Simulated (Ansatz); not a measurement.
**Moving the knobs of a GW run on SiO2 (P6_322)**

Aim: change settings of a G0W0 run on SiO2 (P6_322) and see what moves.

Program: Ansatz 0.2.0. Level of theory: G0W0 on LDA, plane waves, PAW; PAW set soft_1. Results are calculated unless marked as measured.

## (1) Set-up

It takes space group P6_322 (No. 182, hexagonal). Conventional cell: a = 5.069 Å, b = 5.069 Å, c = 8.558 Å, α = 90.00°, β = 90.00°, γ = 120.00°. Si has 4 O at 1.60 to 1.61 Å nearest. Nearest to O lie 2 Si at 1.61 Å. Nearest to O lie 2 Si at 1.60 Å. Farther neighbours and most contacts between anions are not listed.

The cell and positions are those that the Materials Project relaxed with its own functionals (PBE, PBE+U or r2SCAN), kept fixed.

## (2) The base run: 6×6×2 mesh, 432 empty bands, screening to 100 eV, PAW set soft_1 files

G0W0 replaces the xc potential by the self-energy, built once from these orbitals. Only a window of levels is corrected, while the sums run over the empty bands that the input names. This step takes PAW set soft_1 files.

Input file input.yaml:

```yaml
crystal:
  lattice:
    - [5.0690738885, 0.0, 0.0]
    - [-2.5345369442, 4.3899467611, 0.0]
    - [0.0, 0.0, 8.55848854]
  atoms:
    - { symbol: Si, position: [0.66666667, 0.33333333, 0.9371258] }
    - { symbol: Si, position: [0.66666667, 0.33333333, 0.5628742] }
    - { symbol: Si, position: [0.33333333, 0.66666667, 0.0628742] }
    - { symbol: Si, position: [0.33333333, 0.66666667, 0.4371258] }
    - { symbol: O, position: [0.0, 0.42125874, 0.0] }
    - { symbol: O, position: [0.42125874, 0.42125874, 0.5] }
    - { symbol: O, position: [0.57874126, 0.0, 0.5] }
    - { symbol: O, position: [0.57874126, 0.57874126, 0.0] }
    - { symbol: O, position: [0.0, 0.57874126, 0.5] }
    - { symbol: O, position: [0.66666667, 0.33333333, 0.75] }
    - { symbol: O, position: [0.33333333, 0.66666667, 0.25] }
    - { symbol: O, position: [0.42125874, 0.0, 0.0] }
kpoints:
  mp_grid: { grid: [6, 6, 2] }
hamiltonian:
  xc: lda
  pseudopotentials: { kind: paw, azcp: { folder: soft_1 }, xc_functional: pbe }
scf:
  occupations: { method: fixed }
gw:
  n_empty_bands: 432
  ecut_chi: 100
  qp_bands: [v4, c4]
  qp_kpoints: band_edges
  screening: { model: contour_deformation }
```

Command:

```bash
> ansatz run input.yaml --threads 2 --pin off --max-ram 92160MiB --backend cuda --events-out ev --progress --plain --runs-dir out --devices 1 --max-vram 13GiB
```

Numbers of over 12 decimals in the logs are rounded to 6 here.

The program printed:

```text
GPUs: using 1 of 1 available (devices: 1).
Engine: ansatz 0.2.0, x86_64-unknown-linux-gnu
Pseudopotentials: kind: paw
Pseudopotential: Si, paw, valence charge 4, recommended cutoff 420 eV (normal), soft_1/Si.paw.azcp
Pseudopotential: O, paw, valence charge 6, recommended cutoff 420 eV (normal), soft_1/O.paw.azcp
Functional definition: SPW92
  exchange = slater_x
  correlation = pw_c
device memory: the entry about to start is reckoned to put 2.0 GiB on a device that reports 56.2 GiB free (of which the cap on the GPU budget leaves the run 13.0 GiB)
GPU FFT provider: cuFFT
GPU libraries: cuBLAS 13.8.2, cuFFT 12.4.0, cuSOLVER 12.3.4
Crystal: 12 atoms, lattice volume = 190.452 Å³
Basis set: ecut = 420 eV, 3755 PW (Γ)
Bands: 44, of which v1, the nominal top of the filled ones, is band 32 counted from 1 (31 counted from 0)
Symmetry: 12 space group operations
Space group: P6322 (ITA 182), of the structure as read, at distance tolerance 5.8e-5 Å
k-points: 14 of 72
Non-local potential: Si, projectors of the file, l = 0: 2, l = 1: 2, l = 2: 1
Non-local potential: O, projectors of the file, l = 0: 2, l = 1: 2, l = 2: 1
PAW form: soft (Blöchl's): semilocal exchange-correlation on the pseudo side does not see the compensation charge
PAW frozen core: Si, regenerated for the run's functional, and the local potential with it (the file was generated under x = pbe(κ = 0.804, μ = 0.219515), c = pbe(β = 0.066725))
PAW frozen core: O, regenerated for the run's functional, and the local potential with it (the file was generated under x = pbe(κ = 0.804, μ = 0.219515), c = pbe(β = 0.066725))
PAW one-centre angular grid: Si, 110 points (default); XC on 64 Gauss nodes
PAW one-centre angular grid: O, 110 points (default); XC on 64 Gauss nodes
Initial density: superposition of atomic densities (chi_scale 0.1, normalization cell, long waves kept (reshape's long-wave potential 0.01 eV rms))
Initial wavefunctions: pseudopotential atomic-orbital guess
GPU buffer pool allocated for 77760 grid points (all kernels)
GPU transforms: local potential and band sums: pruned to the plane-wave sphere, on 36×36×60
Functional: x = slater, c = lda
SCF iter   1: F=—  HF=-6897.588210 eV  |F-HF|=—  |Δ(HF+E_count)|=         —  Δρ=1.15e-1  dr2=2.28e1  ethr=3.10e-3  ⟨swp⟩=4.9  Hψ=2472  notcnv=0  defer=121
preconditioner: auto → Resta (q_TF=auto, 2.275 Å⁻¹)  ε∞=2.5  [insulator: Δε(μ)=7.275 eV  Ē_g=17.842 eV  n_scr=36 (ndim 8)  ℏωp=21.5 eV  f_vac=0.184  ε∞_Penn≈2.5]
SCF iter   2: F=—  HF=-6891.077030 eV  |F-HF|=—  |Δ(HF+E_count)|=    6.51e0  Δρ=4.00e-2  dr2=1.23e0  ethr=3.10e-3  ⟨swp⟩=3.9  Hψ=1673  notcnv=0  defer=126
SCF iter   3: F=—  HF=-6890.795155 eV  |F-HF|=—  |Δ(HF+E_count)|=   2.82e-1  Δρ=1.80e-2  dr2=3.79e-1  ethr=1.91e-3  ⟨swp⟩=2.8  Hψ=830  notcnv=0  defer=136
[...]
NSCF: frozen V_eff on 14 k-points
G₀W₀ screening: q 1/14
[... further progress lines ...]
SCF converged after 9 iterations
Free energy (F): -6890.711345 eV
Harris-Foulkes:  -6890.711345 eV  (|F-HF|=2.07e-8)
Internal energy: -6890.711345 eV  (E = F + TS)
E sigma→0 (E₀):  -6890.711345 eV
Fermi energy:    0.248345 eV
--- Per-component energies (eV) ---
  E_band       = -426.595248
  E_kinetic    = 1547.051635
  E_local      = -4951.797787  (includes V_loc(G=0)·N_el)
  E_nonlocal   = 529.131622
  E_hartree    = 1873.212486
  E_xc         = -789.203336
  E_vxc        = -919.349732  (∫ρ·V_xc dr)
  E_paw        = -3165.682092  (= ΣΔE_a)
  E_vpaw       = -378.060421  (= ΣTr[D̂ρ^β])
  E_aug_tail   = 0.006858  (compensation charges beyond the density's cutoff)
  E_ewald      = -1934.543426
  E_core_change = 1.112695  (= ΣΔE_core)
  E_smearing   = -0.000000  (= −TS)
  E_closure    = 0.000000  (closes the sum)
  Σ components = -6890.711345   (vs F -6890.711345, Δ=0.00e0)
--- Band table (eV; the first three rows and the last of 14) ---
  k-point 0: bands = [... 28 lower, -0.4299, -0.3819, 0.2314, 0.2314, 5.6608, 7.9413, 8.3151, 8.9010, ... 8 higher]
  k-point 1: bands = [... 28 lower, -0.3616, -0.3616, 0.0666, 0.0666, 6.4454, 6.4454, 9.2834, 9.2834, ... 8 higher]
  k-point 2: bands = [... 28 lower, -0.4262, -0.3228, 0.0914, 0.2220, 6.0164, 8.2992, 8.4367, 8.9804, ... 8 higher]
  k-point 13: bands = [... 28 lower, -0.4403, -0.4403, -0.2932, -0.2932, 8.7051, 8.7051, 8.8904, 8.8904, ... 8 higher]
--- G₀W₀: contour deformation, 5 samples at zero and on the imaginary axis and 2 off it, 72 q-points, 432 empty bands' worth ---
  eigenvalues of the whole cell's RPA ε∞ on this k-mesh (on a slab, of 1 + 4πα/V) = 2.1030, 2.1030, 2.1161; static W/v taken at q = 0 is 0.473931
  bands read: the sum over 464 bands ends inside a degenerate multiplet in 2 slots, whose members it reads at an even weight; the widest, k=0: bands 464 to 465 (counted from 1) at 1/2 each
  gw.qp_kpoints: band_edges: 14 of 14 stored k-points solved, in 1 pass; an edge of the gap read off the rows below is read off those points alone
    ik  band        ε_KS         Σx   Σc(E_QP)       V_xc       Z   E_QP_lin       E_QP  E_QP is
     0    29     -0.4299   -26.2481     4.1906   -20.3700  0.8068    -2.1429    -2.1174  root
     0    30     -0.3819   -26.3217     4.1962   -20.4469  0.8069    -2.0856    -2.0605  root
     0    31      0.2314   -26.8413     4.1658   -21.0998  0.8081    -1.3650    -1.3441  root
     0    32      0.2314   -26.8413     4.1658   -21.0998  0.8081    -1.3650    -1.3441  root
     0    33      5.6608    -5.6090    -2.9507    -9.9533  0.8810     7.0645     7.0544  root
     0    34      7.9413    -7.9877    -3.6010   -13.5140  0.8614     9.8903     9.8665  root
     0    35      8.3151    -4.6300    -2.6719    -8.7073  0.8785     9.7323     9.7205  root
     0    36      8.9010    -6.1533    -3.8120   -11.9806  0.8644    10.9429    10.9162  root
[...]
13    33      8.7051    -8.7305    -3.8112   -14.6969  0.8540    10.8923    10.8603  root
    13    34      8.7051    -8.7305    -3.8112   -14.6969  0.8540    10.8923    10.8603  root
    13    35      8.8904    -4.1503    -2.7515    -8.2987  0.8794    10.2991    10.2872  root
    13    36      8.8904    -4.1503    -2.7515    -8.2987  0.8794    10.2991    10.2872  root
```

It took 60 s on 1 × NVIDIA H100 80GB HBM3 (shared by 6 runs) with 2 threads of AMD EPYC 7R13 (Zen 3), shared host; peak memory 2 GiB.

This step gave:

```
bands summed                                 : 464
RPA ε∞ on this mesh (eigenvalues)            : 2.103, 2.103, 2.116
plane waves in the screening matrix          : 403
q-points in the mesh                         : 72
G0W0 gap on the mesh                         : 8.377 eV
k of the valence top                         : 0, -0.5, 0
k of the conduction bottom                   : 0, 0, 0
starting gap on the mesh                     : 5.412 eV
Z at the valence top                         : 0.8081
Z at the conduction bottom                   : 0.8810
least direct G0W0 gap on the computed points : 8.399 eV
```

The gap on the mesh goes from 5.41 eV to 8.38 eV, a correction of +2.96 eV. Between the two edge states, bare exchange in place of the xc potential would open the gap by 10.08 eV, and correlation takes back 7.12 eV.

## (3) Variant: all filled levels at the zone centre

Changes to input.yaml since step 2:

```diff
@@ -28,4 +28,4 @@
   ecut_chi: 100
-  qp_bands: [v4, c4]
-  qp_kpoints: band_edges
+  qp_bands: [lowest, c2]
+  qp_kpoints: [[0, 0, 0]]
   screening: { model: contour_deformation }
```

The program printed:

```text
GPUs: using 1 of 1 available (devices: 1).
[...]
GPU FFT provider: cuFFT
GPU libraries: cuBLAS 13.8.2, cuFFT 12.4.0, cuSOLVER 12.3.4
Crystal: 12 atoms, lattice volume = 190.452 Å³
Basis set: ecut = 420 eV, 3755 PW (Γ)
Bands: 44, of which v1, the nominal top of the filled ones, is band 32 counted from 1 (31 counted from 0)
[... 1 set-up line as in the run before ...]
[...]
k-points: 14 of 72
[...]
GPU buffer pool allocated for 77760 grid points (all kernels)
[...]
SCF iter   1: F=—  HF=-6897.588210 eV  |F-HF|=—  |Δ(HF+E_count)|=         —  Δρ=1.15e-1  dr2=2.28e1  ethr=3.10e-3  ⟨swp⟩=4.9  Hψ=2472  notcnv=0  defer=121
[...]
SCF iter   9: F=-6890.711345 eV  HF=-6890.711345 eV  |F-HF|=2.07e-8  |Δ(HF+E_count)|=   2.27e-7  Δρ=7.71e-6  dr2=7.75e-8  ethr=1.56e-10  ⟨swp⟩=13.6  Hψ=3825  notcnv=0
SCF 1 converged in 9 iterations: F = -6890.711345 eV  dr2 = 7.75e-8
[...]
NSCF: frozen V_eff on 14 k-points
[...]
G₀W₀ screening: q 1/14
[... further progress lines ...]
SCF converged after 9 iterations
Free energy (F): -6890.711345 eV
[...]
Internal energy: -6890.711345 eV  (E = F + TS)
E sigma→0 (E₀):  -6890.711345 eV
Fermi energy:    0.248345 eV
[...]
--- Band table (eV; the first three rows and the last of 14) ---
  k-point 0: bands = [... 28 lower, -0.4299, -0.3819, 0.2314, 0.2314, 5.6608, 7.9413, 8.3151, 8.9010, ... 8 higher]
  k-point 1: bands = [... 28 lower, -0.3616, -0.3616, 0.0666, 0.0666, 6.4454, 6.4454, 9.2834, 9.2834, ... 8 higher]
  k-point 2: bands = [... 28 lower, -0.4262, -0.3228, 0.0914, 0.2220, 6.0164, 8.2992, 8.4367, 8.9804, ... 8 higher]
  k-point 13: bands = [... 28 lower, -0.4403, -0.4403, -0.2932, -0.2932, 8.7051, 8.7051, 8.8904, 8.8904, ... 8 higher]
[...]
`?` marks the rows in doubt; gw_qp.tsv's column doubts and the gw_qp event give each row's grounds
[...]
0     1    -18.9323   -32.5416     9.2893   -20.4541  0.7821   -21.9422   -21.7305  root ?
     0     2    -18.5181   -32.6857     9.1950   -20.6832  0.8020   -21.5304   -21.3257  root ?
     0     3    -17.4929   -33.2791     9.0207   -21.3839  0.7223   -20.1576   -20.3674  root ?
     0     4    -16.8086   -33.8659     8.9567   -22.0077  0.6810   -19.3109   -19.7101  root ?
     0     5    -16.7946   -33.8308     9.0040   -21.9926  0.6835   -19.3159   -19.6289  root ?
     0     6    -16.7946   -33.8308     9.0040   -21.9926  0.6835   -19.3159   -19.6289  root ?
     0     7    -16.7817   -33.8570     8.9999   -22.0186  0.6793   -19.2862   -19.6203  root ?
     0     8    -16.7817   -33.8570     8.9999   -22.0186  0.6793   -19.2862   -19.6203  root ?
     0     9     -9.5600   -25.9151     5.1818   -18.6295  0.7611   -11.7366   -11.6637  root
     0    10     -8.3042   -26.2550     4.9688   -19.2097  0.7724   -10.4434   -10.3806  root
     0    11     -6.3275   -26.8593     4.5400   -20.3502  0.7953    -8.3438    -8.2966  root
     0    12     -5.6107   -26.1208     4.5782   -19.5700  0.7918    -7.6378    -7.5833  root
     0    13     -5.5803   -25.8975     4.5593   -19.3607  0.7917    -7.6114    -7.5577  root
     0    14     -5.5803   -25.8975     4.5593   -19.3607  0.7917    -7.6114    -7.5577  root
     0    15     -5.3813   -26.1095     4.4797   -19.6831  0.7956    -7.3755    -7.3280  root
     0    16     -5.3813   -26.1095     4.4797   -19.6831  0.7956    -7.3755    -7.3280  root
[...]
0    31      0.2314   -26.8413     4.1658   -21.0998  0.8081    -1.3650    -1.3441  root
     0    32      0.2314   -26.8413     4.1658   -21.0998  0.8081    -1.3650    -1.3441  root
     0    33      5.6608    -5.6090    -2.9507    -9.9533  0.8810     7.0645     7.0544  root
     0    34      7.9413    -7.9877    -3.6010   -13.5140  0.8614     9.8903     9.8665  root
```

Elapsed: 28 s, on 1 × NVIDIA H100 80GB HBM3 (shared by 6 runs) with 2 threads; peak memory 1.7 GiB.

Absolute levels on the run's own zero. QP, by row:

```
k index  band  KS (eV)  Sigma_x (eV)  Sigma_c (eV)  Vxc (eV)       Z  QP linearised (eV)  QP (eV)  source          doubts
      0     1   -18.93        -32.54         9.289    -20.45  0.7821              -21.94   -21.73    root  energies_apart
      0     2   -18.52        -32.69         9.195    -20.68   0.802              -21.53   -21.33    root  energies_apart
      0     3   -17.49        -33.28         9.021    -21.38  0.7223              -20.16   -20.37    root  energies_apart
      0     4   -16.81        -33.87         8.957    -22.01   0.681              -19.31   -19.71    root  energies_apart
      0     5   -16.79        -33.83         9.004    -21.99  0.6835              -19.32   -19.63    root  energies_apart
      0     6   -16.79        -33.83         9.004    -21.99  0.6835              -19.32   -19.63    root  energies_apart
      0     7   -16.78        -33.86             9    -22.02  0.6793              -19.29   -19.62    root  energies_apart
      0     8   -16.78        -33.86             9    -22.02  0.6793              -19.29   -19.62    root  energies_apart
      0     9    -9.56        -25.92         5.182    -18.63  0.7611              -11.74   -11.66    root                
      0    10   -8.304        -26.25         4.969    -19.21  0.7724              -10.44   -10.38    root                
      0    11   -6.327        -26.86          4.54    -20.35  0.7953              -8.344   -8.297    root                
      0    12   -5.611        -26.12         4.578    -19.57  0.7918              -7.638   -7.583    root                
      0    13    -5.58         -25.9         4.559    -19.36  0.7917              -7.611   -7.558    root                
      0    14    -5.58         -25.9         4.559    -19.36  0.7917              -7.611   -7.558    root                
      0    15   -5.381        -26.11          4.48    -19.68  0.7956              -7.375   -7.328    root                
      0    16   -5.381        -26.11          4.48    -19.68  0.7956              -7.375   -7.328    root                
      0    17   -2.833         -23.8         4.305    -17.51  0.7978              -4.868   -4.821    root                
      0    18   -2.353        -24.86         4.451    -18.47  0.7967              -4.332   -4.289    root                
      0    19   -2.353        -24.86         4.451    -18.47  0.7967              -4.332   -4.289    root                
      0    20   -2.019        -25.44         4.342    -19.26  0.8011               -3.89   -3.855    root                
      0    21   -2.019        -25.44         4.342    -19.26  0.8011               -3.89   -3.855    root                
      0    22   -1.751        -25.65         4.194     -19.7   0.806              -3.532   -3.503    root                
      0    23   -1.681        -25.17         4.271    -19.05  0.8022              -3.565    -3.53    root                
      0    24   -1.681        -25.17         4.271    -19.05  0.8022              -3.565    -3.53    root                
      0    25   -1.657        -25.78         4.169    -19.89  0.8068              -3.413   -3.385    root                
      0    26   -1.657        -25.78         4.169    -19.89  0.8068              -3.413   -3.385    root                
      0    27  -0.5767         -26.1         4.172    -20.26  0.8065              -2.271   -2.245    root                
      0    28  -0.5767         -26.1         4.172    -20.26  0.8065              -2.271   -2.245    root                
      0    29  -0.4299        -26.25         4.191    -20.37  0.8068              -2.143   -2.117    root                
      0    30  -0.3819        -26.32         4.196    -20.45  0.8069              -2.086   -2.061    root                
      0    31   0.2314        -26.84         4.166     -21.1  0.8081              -1.365   -1.344    root                
      0    32   0.2314        -26.84         4.166     -21.1  0.8081              -1.365   -1.344    root                
      0    33    5.661        -5.609        -2.951    -9.953   0.881               7.064    7.054    root                
      0    34    7.941        -7.988        -3.601    -13.51  0.8614                9.89    9.867    root
```

Against the base:

```
     setting        base       variant
levels asked    v4 to c4  lowest to c2
points asked  band edges   [[0, 0, 0]]
```

## (4) Results

- base: 8.38 eV, 60 s
- all filled levels at the zone centre: direct gap at the listed points 8.40 eV, 28 s

What this shows: All filled levels at the zone centre: only the listed points were computed; the least direct gap there is 8.40 eV, with levels asked and points asked changed against the base. All runs here use a coarse mesh and modest cutoffs; they test settings and are not final values.

[Paths, hosts, dates, memory and timing lines, banners, echoed tables and standing remarks are left out of the program output.]

[Logs are printed without paths, hosts, clocks, repeated set-up lines and the standing remarks that a program may print on its own settings, such as how far it seeks lower states.]

[Runs of the session that timed out or met a known fault of the program may be left out.]

[Cells called generated may have been cut or substituted from an entry of the Crystallography Open Database or the Materials Project.]

[Hosts, paths, dates, database ids (printed as entryN), source tags and the programs' standing remarks are cut or masked in the printed files.]
